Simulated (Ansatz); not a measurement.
# F on Ta(110): change of the work function, part 2 of 3

How does F on the hollow site change the work function of Ta(110) as the layer fills?

Ansatz 0.2.0; plane-wave DFT, PBE, Ansatz PAW.

So far, work function, upper face (eV): step 2 (the clean slab) 4.77.

## 3. The covered slab, k-mesh 6×6×1, coverage 0.25 ML

System of this step: Ta16F (F/Ta(110)). The cell holds 17 atoms: 16 Ta and 1 F. Cell: a = 5.733 Å, b = 5.733 Å, c = 26.646 Å, α = 90.0°, β = 90.0°, γ = 70.5°. Vacuum lies along c.

The clean slab as it ended is repeated in the plane and the adsorbate is set on one face; the cell's size fixes the coverage, and the k-mesh shrinks with it to keep the sampling density about even. Adsorbate and upper layers relax, since the dipole depends on the height.

Contents of input.yaml:

```yaml
crystal:
  lattice:
    - [4.6810468914, -3.31, 0.0]
    - [4.6810468914, 3.31, 0.0]
    - [0.0, 0.0, 26.6455904908]
  atoms:
    - { symbol: Ta, position: [0.0, 0.0, 0.3377669563] }
    - { symbol: Ta, position: [0.25, 0.25, 0.4256060098] }
    - { symbol: Ta, position: [0.0, 0.0, 0.5135350673] }
    - { symbol: Ta, position: [0.25, 0.25, 0.597952486] }
    - { symbol: Ta, position: [0.0, 0.5, 0.3377669563] }
    - { symbol: Ta, position: [0.25, 0.75, 0.4256060098] }
    - { symbol: Ta, position: [0.0, 0.5, 0.5135350673] }
    - { symbol: Ta, position: [0.25, 0.75, 0.597952486] }
    - { symbol: Ta, position: [0.5, 0.0, 0.3377669563] }
    - { symbol: Ta, position: [0.75, 0.25, 0.4256060098] }
    - { symbol: Ta, position: [0.5, 0.0, 0.5135350673] }
    - { symbol: Ta, position: [0.75, 0.25, 0.597952486] }
    - { symbol: Ta, position: [0.5, 0.5, 0.3377669563] }
    - { symbol: Ta, position: [0.75, 0.75, 0.4256060098] }
    - { symbol: Ta, position: [0.5, 0.5, 0.5135350673] }
    - { symbol: Ta, position: [0.75, 0.75, 0.597952486] }
    - { symbol: F, position: [0.42, 0.42, 0.6622330437] }
kpoints:
  mp_grid: { grid: [6, 6, 1] }
hamiltonian:
  xc: pbe
scf:
  occupations: { method: fermi_dirac, width: 0.1 }
  convergence: { dr2_threshold: 1.0e-08 }
efield:
  axis: 3
  dipole_correction: true
  ramp_position: 0.97
  ramp_width: 0.06
relax:
  f_tol: 0.02
  max_steps: 60
  constraints: [{ sites: [0, 1, 4, 5, 8, 9, 12, 13] }]
output:
  dos: { projected: true, e_range: [-8, 4] }
  write_potential: true
  write_density: true
  volumetric_format: npy
  elf: true
```

On the command line:

```
ansatz run input.yaml --threads 4 --pin off --max-ram 6144MiB --backend cpu --events-out ev --progress --plain --runs-dir out
```

Numbers of over 12 decimals in the logs are rounded to 6 here.

Output:

```text
[...]
Crystal: 17 atoms, lattice volume = 825.708 Å³
Basis set: ecut = 420 eV, 16185 PW (Γ), exchange–correlation on 80×80×360 points (8 copies of the dense FFT grid, shifted against one another)
Bands: 129, of which v1, the nominal top of the filled ones, is band 108 counted from 1 (107 counted from 0)
Symmetry: 2 space group operations
[...]
k-points: 13 of 36 (time reversal used)
[...]
SCF iter   1: F=—  HF=-159717.152727 eV  |F-HF|=—  |Δ(HF+E_count)|=         —  Δρ=7.42e-3  dr2=9.08e0  ethr=1.77e-3  p=-0.034 e·Å  D=-7.45e-3 V/Å  ΔV_dip=0.20 eV  dr2_dipole=2.35e-1  V_vac-E_F(+/−)=5.19/4.99 eV  ⟨swp⟩=10.4  Hψ=8452  notcnv=0
[...]
SCF iter  10: F=-159716.848484 eV  HF=-159716.848484 eV  |F-HF|=1.16e-8  |Δ(HF+E_count)|=   2.36e-8  Δρ=2.59e-7  dr2=1.37e-9  ethr=4.65e-12  p=-0.026 e·Å  D=-5.71e-3 V/Å  ΔV_dip=0.15 eV  dr2_dipole=1.15e-11  V_vac-E_F(+/−)=4.95/4.80 eV  ⟨swp⟩=13.5  Hψ=12339  notcnv=0
SCF 1 converged in 10 iterations: F = -159716.848484 eV  dr2 = 1.37e-9
[...]
relax step   1: F+E_penalty+E_count = -159716.84848438 eV  Δ(F+E_penalty+E_count) = +0.000e0 eV  max|allowed force component| = 1.736e0 eV/Å  Δτ_max = 0.0000 Å  (10 SCF iters, accepted)
[...]
SCF iter  10: F=-159717.190429 eV  HF=-159717.190429 eV  |F-HF|=1.23e-8  |Δ(HF+E_count)|=   3.08e-8  Δρ=4.39e-7  dr2=2.72e-9  ethr=4.65e-12  p=0.034 e·Å  D=7.37e-3 V/Å  ΔV_dip=-0.20 eV  dr2_dipole=2.48e-11  V_vac-E_F(+/−)=4.61/4.80 eV  ⟨swp⟩=14.0  Hψ=13701  notcnv=0
SCF 2 converged in 10 iterations: F = -159717.190429 eV  dr2 = 2.72e-9
relax step   2: F+E_penalty+E_count = -159717.19042941 eV  Δ(F+E_penalty+E_count) = -3.419e-1 eV  max|allowed force component| = 5.776e-1 eV/Å  Δτ_max = 0.1948 Å  (10 SCF iters, accepted)
SCF iter   1: F=—  HF=-159717.260411 eV  |F-HF|=—  |Δ(HF+E_count)|=         —  Δρ=2.92e-3  dr2=4.52e-1  ethr=1.08e-3  p=0.034 e·Å  D=7.37e-3 V/Å  ΔV_dip=-0.20 eV  dr2_dipole=1.09e-1  V_vac-E_F(+/−)=4.61/4.80 eV  ⟨swp⟩=4.6  Hψ=3303  notcnv=0  defer=6
[...]
SCF iter   9: F=-159717.237702 eV  HF=-159717.237702 eV  |F-HF|=9.72e-9  |Δ(HF+E_count)|=   5.46e-8  Δρ=5.65e-7  dr2=6.16e-9  ethr=4.65e-12  p=0.047 e·Å  D=1.03e-2 V/Å  ΔV_dip=-0.28 eV  dr2_dipole=6.61e-12  V_vac-E_F(+/−)=4.53/4.81 eV  ⟨swp⟩=12.2  Hψ=14640  notcnv=0
SCF 3 converged in 9 iterations: F = -159717.237702 eV  dr2 = 6.16e-9
relax step   3: F+E_penalty+E_count = -159717.23770191 eV  Δ(F+E_penalty+E_count) = -4.727e-2 eV  max|allowed force component| = 1.602e-1 eV/Å  Δτ_max = 0.0937 Å  (9 SCF iters, accepted)
[...]
relax step   4: F+E_penalty+E_count = -159717.24662537 eV  Δ(F+E_penalty+E_count) = -8.923e-3 eV  max|allowed force component| = 1.200e-1 eV/Å  Δτ_max = 0.0213 Å  (8 SCF iters, accepted)
[...]
relax step   5: F+E_penalty+E_count = -159717.25403557 eV  Δ(F+E_penalty+E_count) = -7.410e-3 eV  max|allowed force component| = 5.868e-2 eV/Å  Δτ_max = 0.0692 Å  (8 SCF iters, accepted)
[...]
relax step   6: F+E_penalty+E_count = -159717.25445803 eV  Δ(F+E_penalty+E_count) = -4.225e-4 eV  max|allowed force component| = 4.168e-2 eV/Å  Δτ_max = 0.0181 Å  (8 SCF iters, accepted)
SCF iter   1: F=—  HF=-159717.255528 eV  |F-HF|=—  |Δ(HF+E_count)|=         —  Δρ=2.98e-4  dr2=2.04e-3  ethr=9.19e-6  p=0.052 e·Å  D=1.13e-2 V/Å  ΔV_dip=-0.30 eV  dr2_dipole=2.11e-5  V_vac-E_F(+/−)=4.51/4.81 eV  ⟨swp⟩=2.0  Hψ=2637  notcnv=0
[...]
SCF iter   7: F=-159717.254719 eV  HF=-159717.254719 eV  |F-HF|=9.81e-9  |Δ(HF+E_count)|=   6.79e-8  Δρ=4.89e-7  dr2=4.62e-9  ethr=4.65e-12  p=0.051 e·Å  D=1.12e-2 V/Å  ΔV_dip=-0.30 eV  dr2_dipole=2.85e-11  V_vac-E_F(+/−)=4.51/4.81 eV  ⟨swp⟩=12.0  Hψ=12722  notcnv=0
SCF 7 converged in 7 iterations: F = -159717.254719 eV  dr2 = 4.62e-9
relax step   7: F+E_penalty+E_count = -159717.25471913 eV  Δ(F+E_penalty+E_count) = -2.611e-4 eV  max|allowed force component| = 8.179e-3 eV/Å  Δτ_max = 0.0065 Å  (7 SCF iters, accepted)
NSCF: frozen V_eff on 13 k-points
[...]
SCF converged after 7 iterations
Free energy (F): -159717.254719 eV
[...]
Internal energy: -159716.536643 eV  (E = F + TS)
E sigma→0 (E₀):  -159716.895681 eV
Entropy (-TS):   -0.718076 eV (-42.240 meV/atom)
Fermi energy:    3.770193 eV
Dipole field:    D = 0.011235 V/Å  (p = 0.051267 e·Å, saw-weighted, corrected)
Work function:   Φ+ = 4.5075 eV   Φ− = 4.8068 eV
[...]
--- Forces (eV/Å), atoms counted from 1 ---
  atom   1  Ta     0.00195434    -0.00000000     0.36375493
  atom   2  Ta    -0.07969710     0.00000000    -0.35910772
  atom   3  Ta     0.00035749     0.00000000     0.00433059
  atom   4  Ta    -0.00113781     0.00000000    -0.00817878
  atom   5  Ta     0.01025509     0.01597567     0.41296684
  atom   6  Ta     0.00850941    -0.03017232    -0.43023808
  atom   7  Ta    -0.00230860    -0.00061024    -0.00120471
  atom   8  Ta     0.00116312     0.00428297     0.00759975
  atom   9  Ta     0.01025509    -0.01597567     0.41296684
  atom  10  Ta     0.00850941     0.03017232    -0.43023808
  atom  11  Ta    -0.00230860     0.00061024    -0.00120471
  atom  12  Ta     0.00116312    -0.00428297     0.00759975
  atom  13  Ta    -0.00006530     0.00000000     0.46631014
  atom  14  Ta     0.04376558    -0.00000000    -0.43718112
  atom  15  Ta    -0.00482283     0.00000000    -0.00278441
  atom  16  Ta     0.00322571     0.00000000    -0.00426421
  atom  17  F      0.00117282    -0.00000000    -0.00113284
  max |Σ_I F_I| component: 9.04e-6 eV/Å
--- Band table (eV; the first three rows and the last of 13) ---
  k-point 0: bands = [... 104 lower, 3.8612, 3.9615, 4.1711, 4.1758, 4.3181, 4.8119, 4.9382, 4.9774, ... 17 higher]
  k-point 1: bands = [... 104 lower, 3.7220, 3.7829, 3.9547, 4.1056, 4.4011, 4.4472, 4.5412, 4.6271, ... 17 higher]
  k-point 2: bands = [... 104 lower, 3.4685, 3.5518, 3.6118, 3.6663, 3.7084, 3.7720, 3.8317, 3.9746, ... 17 higher]
  k-point 12: bands = [... 104 lower, 3.7817, 3.8800, 3.9132, 3.9696, 3.9962, 4.0261, 4.0743, 4.1208, ... 17 higher]
--- Relaxed structure (7 steps of the walk, 7 accepted, 0 SCFs on fresh bases) ---
  F+E_penalty+E_count = -159717.25471913 eV   max|allowed force component| = 8.179e-3 eV/Å
  atoms:
    - { symbol: Ta, position: [0.0, 0.0, 0.337767] }
    - { symbol: Ta, position: [0.250000, 0.250000, 0.425606] }
    - { symbol: Ta, position: [-0.000267517, -0.000267517, 0.513321] }
    - { symbol: Ta, position: [0.242054, 0.242054, 0.598579] }
    - { symbol: Ta, position: [-2.7755575615628914e-17, 0.5, 0.337767] }
    - { symbol: Ta, position: [0.25, 0.750000, 0.425606] }
    - { symbol: Ta, position: [0.000711221, 0.498112, 0.513149] }
    - { symbol: Ta, position: [0.243020, 0.755588, 0.600691] }
    - { symbol: Ta, position: [0.5, -2.7755575615628914e-17, 0.337767] }
    - { symbol: Ta, position: [0.750000, 0.25, 0.425606] }
    - { symbol: Ta, position: [0.498112, 0.000711221, 0.513149] }
    - { symbol: Ta, position: [0.755588, 0.243020, 0.600691] }
    - { symbol: Ta, position: [0.500000, 0.500000, 0.337767] }
    - { symbol: Ta, position: [0.750000, 0.750000, 0.425606] }
    - { symbol: Ta, position: [0.499970, 0.499970, 0.514852] }
    - { symbol: Ta, position: [0.754469, 0.754469, 0.594765] }
    - { symbol: F, position: [0.434462, 0.434462, 0.651580] }
```

The job ended after 5.1 min (4 threads of Arm Neoverse V1, shared host; peak memory 2.9 GiB; 20 min of CPU time).

This run has no spin polarisation although its electron count is odd.

Relaxation path:

```
step  energy less that of the first step (eV)  largest force component (eV/Å)
   1                                   0.0000                          1.7361
   2                                  -0.3419                          0.5776
   3                                  -0.3892                          0.1602
   4                                  -0.3981                          0.1200
   5                                  -0.4056                          0.0587
   6                                  -0.4060                          0.0417
   7                                  -0.4062                          0.0082
```

The run keeps the 2 symmetry operations that it works with, so distortions that break them were not tested.

The atoms that moved most (Å):

```
atom      dx      dy      dz  length
 F17   0.135   0.000  -0.284   0.314
Ta16   0.042   0.000  -0.085   0.095
Ta12  -0.007  -0.042   0.073   0.084
 Ta8  -0.007   0.042   0.073   0.084
 Ta4  -0.074   0.000   0.017   0.076
Ta15   0.000   0.000   0.035   0.035
 Ta7  -0.006  -0.009  -0.010   0.014
Ta11  -0.006   0.009  -0.010   0.014
```

Final coordinates:

```xyz
17
Lattice="4.6810 -3.3100 0.0000 4.6810 3.3100 0.0000 0.0000 0.0000 26.6456" Properties=species:S:1:pos:R:3
Ta    0.0000    0.0000    9.0000
Ta    2.3405    0.0000   11.3405
Ta   -0.0025    0.0000   13.6777
Ta    2.2661    0.0000   15.9495
Ta    2.3405    1.6550    9.0000
Ta    4.6810    1.6550   11.3405
Ta    2.3350    1.6464   13.6732
Ta    4.6745    1.6966   16.0058
Ta    2.3405   -1.6550    9.0000
Ta    4.6810   -1.6550   11.3405
Ta    2.3350   -1.6464   13.6732
Ta    4.6745   -1.6966   16.0058
Ta    4.6810    0.0000    9.0000
Ta    7.0216    0.0000   11.3405
Ta    4.6808    0.0000   13.7185
Ta    7.0634    0.0000   15.8479
F     4.0675    0.0000   17.3617
```

Numbers from this step:

```yaml
energy_at_zero_smearing: -159716.8957 eV
work_function_upper_face: 4.507 eV
work_function_lower_face: 4.807 eV
dipole_along_the_normal: 0.05127 e·Å
step_between_the_vacuum_levels: -0.2993 eV
```

Running mean over 2.341 Å of the planar mean; the ramp of the sawtooth is left out. The electron's electrostatic potential energy less the Fermi level by z:

```
z (Å)  electron's electrostatic potential energy less the Fermi level (eV)
  3.5                                                                 4.81
  4.0                                                                 4.81
  4.5                                                                 4.80
  5.0                                                                 4.79
  5.5                                                                 4.75
  6.0                                                                 4.61
  6.5                                                                 4.20
  7.0                                                                 2.95
  7.5                                                               -0.254
  8.0                                                                -5.20
  8.5                                                                -8.88
  9.0                                                                -10.1
  9.5                                                                -10.1
 10.0                                                                -10.0
 10.5                                                                -10.0
 11.0                                                                -9.98
 11.5                                                                -9.97
 12.0                                                                -9.94
 12.5                                                                -9.92
 13.0                                                                -9.93
 13.5                                                                -9.99
 14.0                                                                -10.2
 14.5                                                                -10.6
 15.0                                                                -10.7
 15.5                                                                -10.5
 16.0                                                                -10.5
 16.5                                                                -9.48
 17.0                                                                -5.77
 17.5                                                               -0.943
 18.0                                                                 2.08
 18.5                                                                 3.54
 19.0                                                                 4.27
 19.5                                                                 4.46
 20.0                                                                 4.49
 20.5                                                                 4.50
 21.0                                                                 4.51
 21.5                                                                 4.51
 22.0                                                                 4.51
 22.5                                                                 4.51
 23.0                                                                 4.51
 23.5                                                                 4.51
```

The density of states has structure finer than the step of the table below, so its rows give means over 0.25 eV, whole bins alone (the curve runs from -8 to 1.98 eV). Peaks (eV: height): -7.280: 25.9, -7.160: 31.0, -1.440: 41.0, -1.260: 31.0, -1.110: 40.9, -0.780: 32.0, -0.300: 30.0.

The density of states by energy, zero at the Fermi level; means over each step:

```
energy (eV)  density of states (states/eV a cell)
      -7.75                                 0.285
      -7.50                                  9.95
      -7.25                                  14.4
      -7.00                                  1.21
      -6.75                                  1.08
      -6.50                                  1.04
      -6.25                                  1.06
      -6.00                                  2.19
      -5.75                                  2.25
      -5.50                                  2.78
      -5.25                                  1.76
      -5.00                                  1.76
      -4.75                                  4.97
      -4.50                                  4.23
      -4.25                                  7.24
      -4.00                                  8.19
      -3.75                                  11.6
      -3.50                                  9.22
      -3.25                                  14.6
      -3.00                                  18.0
      -2.75                                  15.8
      -2.50                                  10.6
      -2.25                                  11.0
      -2.00                                  8.09
      -1.75                                  6.47
      -1.50                                  30.2
      -1.25                                  28.9
      -1.00                                  26.8
      -0.75                                  25.0
      -0.50                                  23.3
      -0.25                                  27.1
       0.00                                  21.5
       0.25                                  16.7
       0.50                                  10.9
       0.75                                  10.4
       1.00                                  11.3
       1.25                                  10.6
       1.50                                  11.8
       1.75                                  10.9
```

Projected DOS per atom over height of the atomic layer and energy from the Fermi level. Layers: Ta4 Ta4 Ta4 Ta4 F from below.

Ten even steps from '0' (0.0 states/eV) to '9' (9.9 states/eV), each cell a mean:
```
00000
00000
00000
10000
11110
21110
11110
11110
00000
00000
01100
00100
00000
00000
00000
00000
00000
00000
00000
00000
00009
00000
```
Columns: height of the atomic layer (Å) from 9 to 17.4 (not evenly spaced); rows upwards: energy from the Fermi level (eV) from -7.96 to 1.95.

Electrostatic potential energy in the ca plane at fractional y = 0.000, with atoms of Ta within 0.2 Å of it. With pseudopotentials it is smooth inside the atoms' cores, unlike the true potential.

Ten even steps from '0' (-58 eV) to '9' (8 eV), each cell a mean:
```
00048999999730015899999999999999999999999999
43468999999864357899999999999999999999999999
77789998999987788999889999999999999999999999
88899998899998899998889999999999999999999999
77789998999987788998889999999999999999999999
43468999999864357899999999999999999999999999
00148999999730015899999999999999999999999999
00047999999730005899999999999999999999999999
21258999999751136899999999999999999999999999
65689999999876568999899999999999999999999999
88899998899998889998889999999999999999999999
88899998899998889999889999999999999999999999
65689999999876568999899999999999999999999999
21258999999851136899999999999999999999999999
00047999999730005899999999999999999999999999
```
Columns run along c (16.0 Å, from fractional 0.33 to 0.93 of the cell; values clipped at the 3rd and 97th percentile), rows up along a (5.7 Å). Atoms in or near the plane, at fractional coordinates: Ta at (0.34, 0.00), Ta at (0.51, 0.00), Ta at (0.34, 0.50), Ta at (0.51, 0.50).

ELF in the ca plane at fractional y = 0.000, with atoms of Ta within 0.2 Å of it. It is the smooth field of the valence electrons, not physical close to the nuclei.

Ten even steps from '0' (0.00) to '9' (0.69), each cell a mean:
```
85874775564397596377556776431000000000000000
89844664466359973476445676421000000000000000
44446654467533334675555665321000000000000000
44567654467754346765456664310000000000000000
44446654467533434664456664210000000000000000
89844764465358973454456764210000000000000000
85874775565397596366567774210000000000000000
72784775664495287366567875310000000000000000
98963665565379895365456775320000000000000000
67535654466436643565445675321000000000000000
44456654467743345775455665321000000000000000
44456654467753345776556665421000000000000000
67535654466435643576556776421000000000000000
99963765565379994477656776531000000000000000
71784775664395287378656776531000000000000000
```
Columns run along c (16.0 Å, from fractional 0.33 to 0.93 of the cell), rows up along a (5.7 Å). Atoms in or near the plane, at fractional coordinates: Ta at (0.34, 0.00), Ta at (0.51, 0.00), Ta at (0.34, 0.50), Ta at (0.51, 0.50).

Valence density in the ca plane at fractional y = 0.000, with atoms of Ta within 0.2 Å of it. It is the smooth field of the valence electrons, not physical close to the nuclei.

Ten steps, logarithmic in the rise over the least value, from '0' (0.0 e/Å³) to '9' (4.3 e/Å³), each cell a mean:
```
99985443344589997444433211000000000000000000
88864444444468875444443211000000000000000000
55544444444445554444443211000000000000000000
44444444444444444444443211000000000000000000
56544444444445554444443211000000000000000000
89864444444468875444433210000000000000000000
99985443344589997444333210000000000000000000
99985443344699997444333210000000000000000000
99974444444589996444433211000000000000000000
67654444444457764444443211000000000000000000
44444444444444444444443221000000000000000000
44444444444444444444443321000000000000000000
67654444444457764444443221000000000000000000
99974444444579996444443221000000000000000000
99985443344599997544433211000000000000000000
```
Columns run along c (16.0 Å, from fractional 0.33 to 0.93 of the cell), rows up along a (5.7 Å). Atoms in or near the plane, at fractional coordinates: Ta at (0.34, 0.00), Ta at (0.51, 0.00), Ta at (0.34, 0.50), Ta at (0.51, 0.50).

The relaxation took 7 steps and lowered the energy by 0.41 eV; the largest force on the free atoms ends at 0.0082 eV/Å.

By hand: a sheet of dipoles makes a step −p/(ε₀A) in the electron's potential. With e/ε₀ = 180.95 V·Å, p = 0.05127 e·Å and A = 30.99 Å², that is −180.95 × (0.05127) / 30.99 = -0.299 eV, and the two vacuum levels of the run differ by -0.299 eV.

The covered face has 4.51 eV, -0.26 eV against the clean one; the bare back face has moved by -0.01 eV, a measure of how thin the slab is.

[end of part 2 of 3]

[Logs are printed without paths, hosts, clocks, repeated set-up lines and the standing remarks that a program may print on its own settings, such as how far it seeks lower states.]

[Hosts, paths, dates, database ids (printed as entryN), source tags and the programs' standing remarks are cut or masked in the printed files.]

[Maps of the electrostatic potential energy from Ansatz leave out the sawtooth potential of an applied field or a dipole correction, so their vacuum need not be flat; planar profiles and work functions include it.]

[The density of states shown here was stored with 400 of the rows of the run's finer table, so its peaks can read low, often by over a quarter, or be missed, and its means over a window can be off by a tenth or more.]
